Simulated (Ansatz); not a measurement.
# A hypothetical structure for LiCd2

This structure for LiCd2 is made up. Its elements were placed in a known structure type with a cell scaled to their sizes. What cell does the guess relax to, and how far off was it?

Main program and level: Ansatz 0.2.0; DFT, PBE, plane-wave PAW, files of the set soft_1, scalar-relativistic, no spin, cell and ions relaxed at zero pressure; PAW set soft_1.

### Step 1. The starting structure

It takes space group Fd-3m (No. 227, cubic). The conventional cell has a = 7.751 Å, b = 7.751 Å, c = 7.751 Å, α = 90.00°, β = 90.00°, γ = 90.00°. Nearest to Cd lie 6 Cd at 2.74 Å and 6 Li at 3.21 Å. Nearest to Li lie 12 Cd at 3.21 Å and 4 Li at 3.36 Å. Farther neighbours are not listed.

### Step 2. Relaxing cell and atoms

The guessed cell has no reason to be at equilibrium. It is relaxed with the atoms, within the space group of the guess.

Input file input.yaml:

```yaml
crystal:
  lattice:
    - [0.0, 3.8755, 3.8755]
    - [3.8755, 0.0, 3.8755]
    - [3.8755, 3.8755, 0.0]
  atoms:
    - { symbol: Cd, position: [0.625, 0.125, 0.625] }
    - { symbol: Cd, position: [0.625, 0.625, 0.125] }
    - { symbol: Cd, position: [0.125, 0.625, 0.625] }
    - { symbol: Cd, position: [0.625, 0.625, 0.625] }
    - { symbol: Li, position: [0.25, 0.25, 0.25] }
    - { symbol: Li, position: [0.0, 0.0, 0.0] }
kpoints:
  mp_grid: { grid: [6, 6, 6] }
scf:
  occupations: { method: fermi_dirac, width: 0.05 }
hamiltonian:
  xc: pbe
  pseudopotentials: { kind: paw, azcp: { folder: soft_1 } }
relax:
  f_tol: 0.015
  max_steps: 70
  cell: {}
output:
  forces: true
  stress: true
```

Run with:

```sh
$ ansatz run input.yaml --threads 4 --pin off --max-ram 10240MiB --backend cpu --events-out ev --progress --plain --runs-dir out
```

Numbers of over 12 decimals in the logs are rounded to 6 here.

The program printed:

```text
Engine: ansatz 0.2.0, aarch64-unknown-linux-gnu
Pseudopotentials: kind: paw
Pseudopotential: Cd, paw, valence charge 20, recommended cutoff 420 eV (normal), soft_1/Cd.paw.azcp
Pseudopotential: Li, paw, valence charge 3, recommended cutoff 420 eV (normal), soft_1/Li.paw.azcp
Functional definition: PBE
  parameter kappa = 0.804
  parameter beta = 0.066725
  exchange = pbe_x(kappa = kappa, mu = beta*pi^2/3)
  correlation = pbe_c(beta = beta)
Crystal: 6 atoms, lattice volume = 116.416 Å³
Basis set: ecut = 420 eV, 2229 PW (Γ), exchange–correlation on 80×80×80 points (8 copies of the dense FFT grid, shifted against one another)
Bands: 52, of which v1, the nominal top of the filled ones, is band 43 counted from 1 (42 counted from 0)
Symmetry: 48 space group operations
Space group: Fd-3m (ITA 227), of the structure as read, at distance tolerance 4.9e-5 Å
k-points: 16 of 216
Non-local potential: Cd, projectors of the file, l = 0: 3, l = 1: 2, l = 2: 2, l = 3: 1
Non-local potential: Li, projectors of the file, l = 0: 3, l = 1: 2, l = 2: 1
PAW form: soft (Blöchl's): semilocal exchange-correlation on the pseudo side does not see the compensation charge
PAW one-centre angular grid: Cd, 590 points (default); XC on 64 Gauss nodes
PAW one-centre angular grid: Li, 110 points (default); XC on 96 Gauss nodes
Initial density: superposition of atomic densities (chi_scale 0.1, normalization cell, long waves kept (reshape's long-wave potential 0.00 eV rms))
Initial wavefunctions: pseudopotential atomic-orbital guess
Functional: x = pbe(κ = 0.804, μ = 0.219515), c = pbe(β = 0.066725)
SCF iter   1: F=—  HF=-33428.879953 eV  |F-HF|=—  |Δ(HF+E_count)|=         —  Δρ=3.95e-2  dr2=3.73e0  ethr=3.10e-3  ⟨swp⟩=6.8  Hψ=2834  notcnv=0  defer=2
preconditioner: auto → Resta (q_TF=auto, 2.594 Å⁻¹)  ε∞=5.6  [insulator: Δε(μ)=0.131 eV  Ē_g=11.334 eV  σ=0.050 eV  W_gap=0.57  n_scr=26 (ndim 8)  ℏωp=24.3 eV  f_vac=0.000  D(μ)=3.22/eV (n_scr^D=14)  ε∞_Penn≈5.6]
SCF iter   2: F=—  HF=-33427.944209 eV  |F-HF|=—  |Δ(HF+E_count)|=   9.36e-1  Δρ=1.75e-2  dr2=7.59e-1  ethr=3.10e-3  ⟨swp⟩=2.5  Hψ=1397  notcnv=0  defer=30
SCF iter   3: F=—  HF=-33427.684450 eV  |F-HF|=—  |Δ(HF+E_count)|=   2.60e-1  Δρ=5.57e-3  dr2=9.25e-2  ethr=8.82e-4  ⟨swp⟩=2.9  Hψ=1102  notcnv=0  defer=34
SCF iter   4: F=—  HF=-33427.655203 eV  |F-HF|=—  |Δ(HF+E_count)|=   2.92e-2  Δρ=1.44e-3  dr2=2.83e-3  ethr=1.08e-4  ⟨swp⟩=2.4  Hψ=1306  notcnv=0  defer=34
SCF iter   5: F=—  HF=-33427.654804 eV  |F-HF|=—  |Δ(HF+E_count)|=   3.99e-4  Δρ=2.68e-4  dr2=7.91e-5  ethr=3.29e-6  ⟨swp⟩=2.3  Hψ=1416  notcnv=0  defer=32
SCF iter   6: F=—  HF=-33427.654839 eV  |F-HF|=—  |Δ(HF+E_count)|=   3.45e-5  Δρ=5.89e-5  dr2=8.29e-6  ethr=9.20e-8  ⟨swp⟩=2.3  Hψ=1438  notcnv=0  defer=32
SCF iter   7: F=—  HF=-33427.654837 eV  |F-HF|=—  |Δ(HF+E_count)|=   1.14e-6  Δρ=1.02e-5  dr2=1.15e-7  ethr=9.64e-9  ⟨swp⟩=2.0  Hψ=1238  notcnv=0  defer=32
SCF iter   8: F=-33427.654838 eV  HF=-33427.654838 eV  |F-HF|=3.50e-9  |Δ(HF+E_count)|=   7.26e-8  Δρ=2.47e-6  dr2=1.27e-8  ethr=1.16e-10  ⟨swp⟩=3.9  Hψ=2327  notcnv=0
SCF 1 converged in 8 iterations: F = -33427.654838 eV  dr2 = 1.27e-8
  greatest PAW one-centre occupation: 1.000 electrons in one spin orbital (limit 2), on the Cd atom at site 2 (counted from 0), in its partial waves of l = 0
relax step   1: F+E_penalty+E_count = -33427.65483755 eV  Δ(F+E_penalty+E_count) = +0.000e0 eV  max|allowed force component| = 2.409e-18 eV/Å  Δτ_max = 0.0000 Å  P = +8.975 GPa  Ω = 116.416 Å³  (8 SCF iters, dr2 threshold 1.00e-7 eV, accepted)
Crystal: 6 atoms, lattice volume = 134.286 Å³
Basis set: ecut = 420 eV, 2685 PW (Γ), exchange–correlation on 80×80×80 points (8 copies of the dense FFT grid, shifted against one another)
Initial density: handed on by an earlier stage of this run
Initial wavefunctions: those handed on with the density
iter 1 solved again at ethr=2.58e-4 eV; its pass at ethr=3.10e-3 eV (dr2=2.22e-1 eV) is discarded
SCF iter   1: F=—  HF=-33428.220801 eV  |F-HF|=—  |Δ(HF+E_count)|=         —  Δρ=8.48e-3  dr2=2.24e-1  ethr=2.58e-4  ⟨swp⟩=1.9  Hψ=4295  notcnv=0
preconditioner: auto → Kerker (q_TF=auto, 2.533 Å⁻¹)  [metal: Δε(μ)=0.067 eV  Ē_g=11.922 eV  σ=0.050 eV  W_gap=0.32  n_scr=26 (ndim 8)  ℏωp=22.7 eV  f_vac=0.000  D(μ)=4.02/eV (n_scr^D=26)]
SCF iter   2: F=—  HF=-33428.172442 eV  |F-HF|=—  |Δ(HF+E_count)|=   4.84e-2  Δρ=4.29e-3  dr2=8.63e-2  ethr=2.58e-4  ⟨swp⟩=2.4  Hψ=1142  notcnv=0
SCF iter   3: F=—  HF=-33428.146181 eV  |F-HF|=—  |Δ(HF+E_count)|=   2.63e-2  Δρ=1.76e-3  dr2=1.79e-2  ethr=1.00e-4  ⟨swp⟩=2.1  Hψ=1025  notcnv=0
SCF iter   4: F=—  HF=-33428.140610 eV  |F-HF|=—  |Δ(HF+E_count)|=   5.57e-3  Δρ=7.93e-4  dr2=1.67e-3  ethr=2.08e-5  ⟨swp⟩=2.4  Hψ=1343  notcnv=0  defer=17
SCF iter   5: F=—  HF=-33428.140101 eV  |F-HF|=—  |Δ(HF+E_count)|=   5.09e-4  Δρ=2.79e-4  dr2=1.22e-4  ethr=1.94e-6  ⟨swp⟩=2.1  Hψ=1236  notcnv=0  defer=17
SCF iter   6: F=—  HF=-33428.140107 eV  |F-HF|=—  |Δ(HF+E_count)|=   6.81e-6  Δρ=6.62e-5  dr2=7.53e-6  ethr=1.42e-7  ⟨swp⟩=2.8  Hψ=1416  notcnv=0  defer=17
SCF iter   7: F=-33428.140108 eV  HF=-33428.140108 eV  |F-HF|=2.28e-8  |Δ(HF+E_count)|=   6.23e-7  Δρ=1.68e-5  dr2=5.08e-7  ethr=6.98e-10  ⟨swp⟩=2.9  Hψ=2970  notcnv=0
SCF 2 converged in 7 iterations: F = -33428.140108 eV  dr2 = 5.08e-7
  greatest PAW one-centre occupation: 1.000 electrons in one spin orbital (limit 2), on the Cd atom at site 3 (counted from 0), in its partial waves of l = 0
relax step   2: F+E_penalty+E_count = -33428.14010810 eV  Δ(F+E_penalty+E_count) = -4.853e-1 eV  max|allowed force component| = 1.465e-17 eV/Å  Δτ_max = 0.0000 Å  P = +0.885 GPa  Ω = 134.286 Å³  energy of the carried Pulay correction = -3.495e-3 eV  (7 SCF iters, dr2 threshold 6.00e-7 eV, accepted)
Crystal: 6 atoms, lattice volume = 136.577 Å³
iter 1 solved again at ethr=2.87e-6 eV; its pass at ethr=3.10e-3 eV (dr2=2.47e-3 eV) is discarded
SCF iter   1: F=—  HF=-33428.148668 eV  |F-HF|=—  |Δ(HF+E_count)|=         —  Δρ=8.91e-4  dr2=2.56e-3  ethr=2.87e-6  ⟨swp⟩=2.0  Hψ=3516  notcnv=0
preconditioner: auto → Kerker (q_TF=auto, 2.526 Å⁻¹)  [metal: Δε(μ)=0.051 eV  Ē_g=11.583 eV  σ=0.050 eV  W_gap=0.24  n_scr=26 (ndim 8)  ℏωp=22.5 eV  f_vac=0.000  D(μ)=4.20/eV (n_scr^D=26)]
SCF iter   2: F=—  HF=-33428.148124 eV  |F-HF|=—  |Δ(HF+E_count)|=   5.43e-4  Δρ=4.58e-4  dr2=1.01e-3  ethr=2.87e-6  ⟨swp⟩=1.1  Hψ=858  notcnv=0
SCF iter   3: F=—  HF=-33428.147836 eV  |F-HF|=—  |Δ(HF+E_count)|=   2.88e-4  Δρ=1.80e-4  dr2=1.93e-4  ethr=1.17e-6  ⟨swp⟩=2.0  Hψ=893  notcnv=0
SCF iter   4: F=—  HF=-33428.147739 eV  |F-HF|=—  |Δ(HF+E_count)|=   9.71e-5  Δρ=8.70e-5  dr2=2.01e-5  ethr=2.24e-7  ⟨swp⟩=2.3  Hψ=1194  notcnv=0
SCF iter   5: F=—  HF=-33428.147733 eV  |F-HF|=—  |Δ(HF+E_count)|=   6.11e-6  Δρ=3.33e-5  dr2=1.55e-6  ethr=2.33e-8  ⟨swp⟩=2.0  Hψ=1238  notcnv=0
SCF iter   6: F=-33428.147733 eV  HF=-33428.147733 eV  |F-HF|=3.81e-8  |Δ(HF+E_count)|=   2.51e-8  Δρ=8.61e-6  dr2=1.26e-7  ethr=6.98e-10  ⟨swp⟩=4.2  Hψ=2378  notcnv=0
SCF 3 converged in 6 iterations: F = -33428.147733 eV  dr2 = 1.26e-7
relax step   3: F+E_penalty+E_count = -33428.14773321 eV  Δ(F+E_penalty+E_count) = -7.625e-3 eV  max|allowed force component| = 1.388e-17 eV/Å  Δτ_max = 0.0000 Å  P = +0.246 GPa  Ω = 136.577 Å³  energy of the carried Pulay correction = -3.888e-3 eV  (6 SCF iters, dr2 threshold 6.00e-7 eV, accepted)
Crystal: 6 atoms, lattice volume = 137.519 Å³
Basis set: ecut = 420 eV, 2733 PW (Γ), exchange–correlation on 80×80×80 points (8 copies of the dense FFT grid, shifted against one another)
iter 1 solved again at ethr=2.88e-7 eV; its pass at ethr=3.10e-3 eV (dr2=2.47e-4 eV) is discarded
SCF iter   1: F=—  HF=-33428.148439 eV  |F-HF|=—  |Δ(HF+E_count)|=         —  Δρ=3.54e-4  dr2=4.14e-4  ethr=2.88e-7  ⟨swp⟩=2.0  Hψ=3387  notcnv=0
preconditioner: auto → Kerker (q_TF=auto, 2.523 Å⁻¹)  [metal: Δε(μ)=0.046 eV  Ē_g=11.530 eV  σ=0.050 eV  W_gap=0.22  n_scr=26 (ndim 8)  ℏωp=22.4 eV  f_vac=0.000  D(μ)=4.25/eV (n_scr^D=26)]
SCF iter   2: F=—  HF=-33428.148355 eV  |F-HF|=—  |Δ(HF+E_count)|=   8.40e-5  Δρ=1.79e-4  dr2=1.60e-4  ethr=2.88e-7  ⟨swp⟩=2.4  Hψ=1218  notcnv=0
SCF iter   3: F=—  HF=-33428.148297 eV  |F-HF|=—  |Δ(HF+E_count)|=   5.81e-5  Δρ=7.85e-5  dr2=3.57e-5  ethr=1.86e-7  ⟨swp⟩=2.0  Hψ=881  notcnv=0
SCF iter   4: F=—  HF=-33428.148300 eV  |F-HF|=—  |Δ(HF+E_count)|=   3.58e-6  Δρ=3.43e-5  dr2=3.22e-6  ethr=4.15e-8  ⟨swp⟩=2.1  Hψ=1165  notcnv=0
SCF iter   5: F=—  HF=-33428.148299 eV  |F-HF|=—  |Δ(HF+E_count)|=   9.80e-7  Δρ=1.14e-5  dr2=2.01e-7  ethr=3.74e-9  ⟨swp⟩=2.0  Hψ=1238  notcnv=0
SCF iter   6: F=-33428.148299 eV  HF=-33428.148299 eV  |F-HF|=6.55e-10  |Δ(HF+E_count)|=   1.50e-8  Δρ=2.37e-6  dr2=9.83e-9  ethr=1.76e-10  ⟨swp⟩=4.0  Hψ=2355  notcnv=0
SCF 4 converged in 6 iterations: F = -33428.148299 eV  dr2 = 9.83e-9
  greatest PAW one-centre occupation: 1.000 electrons in one spin orbital (limit 2), on the Cd atom at site 1 (counted from 0), in its partial waves of l = 0
relax step   4: F+E_penalty+E_count = -33428.14829915 eV  Δ(F+E_penalty+E_count) = -5.659e-4 eV  max|allowed force component| = 1.243e-17 eV/Å  Δτ_max = 0.0000 Å  P = +0.002 GPa  Ω = 137.519 Å³  energy of the carried Pulay correction = -4.046e-3 eV  (6 SCF iters, dr2 threshold 1.52e-7 eV, accepted)
Initial wavefunctions: pseudopotential atomic-orbital guess (no wavefunctions were taken with the density)
iter 1 solved again at ethr=4.15e-8 eV; its pass at ethr=3.10e-3 eV (dr2=3.57e-5 eV) is discarded
SCF iter   1: F=—  HF=-33428.149020 eV  |F-HF|=—  |Δ(HF+E_count)|=         —  Δρ=4.11e-4  dr2=1.42e-5  ethr=4.15e-8  ⟨swp⟩=3.0  Hψ=5166  notcnv=0
preconditioner: auto → Kerker (q_TF=auto, 2.523 Å⁻¹)  [metal: Δε(μ)=0.046 eV  Ē_g=11.518 eV  σ=0.050 eV  W_gap=0.22  n_scr=26 (ndim 8)  ℏωp=22.4 eV  f_vac=0.000  D(μ)=4.25/eV (n_scr^D=26)]
SCF iter   2: F=—  HF=-33428.150449 eV  |F-HF|=—  |Δ(HF+E_count)|=   1.43e-3  Δρ=2.06e-4  dr2=3.69e-6  ethr=1.65e-8  ⟨swp⟩=2.0  Hψ=1444  notcnv=0
SCF iter   3: F=—  HF=-33428.150929 eV  |F-HF|=—  |Δ(HF+E_count)|=   4.80e-4  Δρ=4.52e-5  dr2=2.60e-7  ethr=4.28e-9  ⟨swp⟩=2.1  Hψ=1273  notcnv=0
SCF iter   4: F=—  HF=-33428.150949 eV  |F-HF|=—  |Δ(HF+E_count)|=   2.03e-5  Δρ=3.43e-6  dr2=7.44e-9  ethr=3.03e-10  ⟨swp⟩=2.0  Hψ=1273  notcnv=0
SCF iter   5: F=—  HF=-33428.150950 eV  |F-HF|=—  |Δ(HF+E_count)|=   9.40e-8  Δρ=5.46e-7  dr2=7.20e-10  ethr=8.65e-12  ⟨swp⟩=2.4  Hψ=1163  notcnv=0
SCF iter   6: F=—  HF=-33428.150950 eV  |F-HF|=—  |Δ(HF+E_count)|=  6.04e-10  Δρ=1.98e-7  dr2=1.17e-10  ethr=1.00e-12  ⟨swp⟩=2.0  Hψ=1267  notcnv=0
SCF iter   7: F=-33428.150950 eV  HF=-33428.150950 eV  |F-HF|=0.00e0  |Δ(HF+E_count)|=  2.18e-11  Δρ=3.47e-8  dr2=2.94e-12  ethr=1.00e-12  ⟨swp⟩=3.9  Hψ=2232  notcnv=0
SCF 5 converged in 7 iterations: F = -33428.150950 eV  dr2 = 2.94e-12
relax step   5: F+E_penalty+E_count = -33428.15094959 eV  Δ(F+E_penalty+E_count) = -2.650e-3 eV  max|allowed force component| = 1.205e-17 eV/Å  Δτ_max = 0.0000 Å  P = -0.013 GPa  Ω = 137.519 Å³  stress off target by 1.30e-2 GPa  SCF on the basis re-selected at this cell (its energy is not comparable with the rows above)  (7 SCF iters)
basis re-selected at this cell: Δ(F+E_penalty+E_count) = -2.650e-3 eV, ΔP = -0.015 GPa vs the last step (what re-selecting the basis moved, of the pressure what is left beyond the Pulay correction that the steps carried, after the strain that the cell walked since its last selection, with what the two solves' SCF thresholds leave and, on support functions, any second-order correction that the steps lacked; it is no m [...]
SCF converged after 7 iterations
Free energy (F): -33428.150950 eV
Harris-Foulkes:  -33428.150950 eV  (|F-HF|=0.00e0)
Internal energy: -33428.119549 eV  (E = F + TS)
E sigma→0 (E₀):  -33428.135249 eV
Entropy (-TS):   -0.031401 eV (-5.233 meV/atom)
Fermi energy:    9.276430 eV
--- Per-component energies (eV) ---
  E_band       = -2143.763607
  E_kinetic    = 1792.785144
  E_local      = -16448.712620  (includes V_loc(G=0)·N_el)
  E_nonlocal   = 431.327792
  E_hartree    = 7570.551712
  E_xc         = -646.043688
  E_vxc        = -810.112980  (∫ρ·V_xc dr)
  E_paw        = -16436.378360  (= ΣΔE_a)
  E_vpaw       = -2250.156028  (= ΣTr[D̂ρ^β])
  E_aug_tail   = 0.001783  (compensation charges beyond the density's cutoff)
  E_ewald      = -9691.651312
  E_smearing   = -0.031401  (= −TS)
  E_closure    = 0.000000  (closes the sum)
  Σ components = -33428.150950   (vs F -33428.150950, Δ=0.00e0)
--- Forces (eV/Å), atoms counted from 1 ---
  atom   1  Cd     0.00000000     0.00000000     0.00000000
  atom   2  Cd     0.00000000     0.00000000    -0.00000000
  atom   3  Cd     0.00000000    -0.00000000     0.00000000
  atom   4  Cd     0.00000000     0.00000000     0.00000000
  atom   5  Li     0.00000000    -0.00000000    -0.00000000
  atom   6  Li    -0.00000000     0.00000000     0.00000000
  max |Σ_I F_I| component: 1.73e-18 eV/Å
--- Stress (GPa, compression-positive) ---
       -0.013034      -0.000000       0.000000
       -0.000000      -0.013034      -0.000000
       -0.000000       0.000000      -0.013034
  P = ⅓ Tr σ = -0.0130 GPa (-0.130 kbar)
--- Relaxed structure (4 steps of the walk, 4 accepted, 1 SCFs on fresh bases) ---
  F+E_penalty+E_count = -33428.15094959 eV   max|allowed force component| = 1.205e-17 eV/Å   (the final SCF, on the basis selected at the relaxed cell)
  cell:  # Å, volume = 137.5192 Å³
    - [0, 4.096797, 4.096797]
    - [4.096797, 0, 4.096797]
    - [4.096797, 4.096797, 0]
  atoms:
    - { symbol: Cd, position: [0.625, 0.125, 0.625] }
    - { symbol: Cd, position: [0.625, 0.625, 0.125] }
    - { symbol: Cd, position: [0.125, 0.625, 0.625] }
    - { symbol: Cd, position: [0.625, 0.625, 0.625] }
    - { symbol: Li, position: [0.25, 0.25, 0.25] }
    - { symbol: Li, position: [0, 0, 0] }
```

Elapsed: 5.3 s, on 4 threads of Arm Neoverse V2, shared host; peak memory 0.51 GiB; 19 s of CPU time.

The steps of the relaxation:

```
step  energy less that of the first step (eV)  largest force component (eV/Å)  pressure (GPa)  volume (Å³)
   1                                   0.0000                          0.0000            8.97       116.42
   2                                  -0.4853                          0.0000            0.89       134.29
   3                                  -0.4929                          0.0000            0.25       136.58
   4                                  -0.4935                          0.0000            0.00       137.52
  5*                                  -0.4961                          0.0000           -0.01       137.52
```

Relaxation steps marked * repeat the geometry before them on a plane-wave basis chosen anew for their cell, so energy and pressure can jump there.

Forces are held to the 48 operations that the run works with; a distortion that breaks them can't arise in this run.

```
conventional cell, symmetrised  before  after   change
                         a (Å)   7.751  8.194   +5.7 %
                         b (Å)   7.751  8.194   +5.7 %
                         c (Å)   7.751  8.194   +5.7 %
              volume (Å³/atom)   19.40  22.92  +18.1 %
```

Final coordinates:

```
Cd Li
1.0
     0.00000    4.09680    4.09680
     4.09680    0.00000    4.09680
     4.09680    4.09680    0.00000
Cd Li
4 2
Cartesian
  3.0726 5.1210 3.0726
  3.0726 3.0726 5.1210
  5.1210 3.0726 3.0726
  5.1210 5.1210 5.1210
  2.0484 2.0484 2.0484
  0.0000 0.0000 0.0000
```

Numbers from this step:

| Item | Value |
| --- | --- |
| free energy | -33428.1509 eV |
| energy at zero smearing | -33428.1352 eV |
| smearing term TS | 0.03140 eV |
| Fermi energy | 9.276 eV |
| electrons | 86 |
| symmetry operations | 48 |
| pressure | -0.01303 GPa |

Shortest distances by pair of elements, guess and relaxed (not always the same contact):

```
 pair  guess (Å)  relaxed (Å)
Cd–Cd      2.740        2.897
Cd–Li      3.213        3.397
Li–Li      3.356        3.548
```

The relaxation ends with a pressure of -0.01 GPa.

### Step 3. Summary of results

| Quantity | Value |
| --- | --- |
| space group, relaxed | Fd-3m |
| conventional cell | a = 8.194, b = 8.194, c = 8.194 Å; α = 90.0°, β = 90.0°, γ = 90.0° |
| volume per atom | 22.92 Å³ (guess 19.40) |

What this shows: LiCd2 relaxes to Fd-3m with a = 8.194, b = 8.194 and c = 8.194 Å. The guessed volume was 15 % too small. The space group Fd-3m was held in the relaxation, so the end point is a stationary structure within it and may be a saddle against distortions or other arrangements. Mesh and cutoff weren't tested. No dispersion term is used, so weakly bound directions may come out too long. Nothing here tests whether the compound is stable against decomposition.

[Logs are printed without paths, hosts, clocks, repeated set-up lines and the standing remarks that a program may print on its own settings, such as how far it seeks lower states.]

[Hosts, paths, dates, database ids (printed as entryN), source tags and the programs' standing remarks are cut or masked in the printed files.]
